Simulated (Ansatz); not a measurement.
Consider MoSSe/WS2 (van der Waals superlattice) (P3m1).

The structure was built from a prototype and need not be the compound's stable phase.

```xyz
6
Lattice="3.1465 0.0000 0.0000 -1.5733 2.7250 0.0000 0.0000 0.0000 11.7952" Properties=species:S:1:pos:R:3 pbc="T T T"
Mo    0.0000    1.8166    3.0694
S     1.5733    0.9083    4.6033
Se    1.5733    0.9083    1.3572
W     0.0000    0.0000    8.8328
S     0.0000    1.8166   10.3912
S     0.0000    1.8166    7.2729
```

The structure was relaxed with PBEsol-D3(BJ). The runs that relaxed it are not among those shown. Spin-orbit coupling is left out unless a run names it.

Gaps computed with Ansatz 0.2.0 without a self-energy: PBEsol 0.51 eV, PBEsol+SOC 0.45 eV and HSE06 1.02 eV.

Estimate the G0W0@PBEsol gap with 9×9×2 mesh, 421 empty bands, screening to 150 eV, PAW set soft_1 files.

About 0.91 eV: on its mesh the run moves the gap from 0.61 eV by +0.40 eV, and the mesh misses the edges by 0.10 eV. Among the scalar-relativistic levels given, HSE06 is nearest (+0.11 eV). Spin-orbit coupling is not in that value; its −0.06 eV at the PBEsol level would bring it to about 0.85 eV. Bands and cutoff are finite, so the gap is not at the basis limit. The miss can reach some tenths of an eV and take either sign; the mesh is an error of its own. The 9×9×2 mesh is coarse for this cell (its supercell is 24 Å along the shortest edge). The RPA ε∞ on it, from the PBEsol start, is 9.03 and 15.67; such meshes misread the long-range screening, most where the gap is narrow. The many-body steps are scalar-relativistic: spin-orbit coupling is not in them.

[Paths, hosts, dates, memory and timing lines, banners, echoed tables and standing remarks are left out of the program output.]

[Logs are printed without paths, hosts, clocks, repeated set-up lines and the standing remarks that a program may print on its own settings, such as how far it seeks lower states.]

[Runs of the session that timed out or met a known fault of the program may be left out.]

[Cells called generated may have been cut or substituted from an entry of the Crystallography Open Database or the Materials Project.]

[Hosts, paths, dates, database ids (printed as entryN), source tags and the programs' standing remarks are cut or masked in the printed files.]
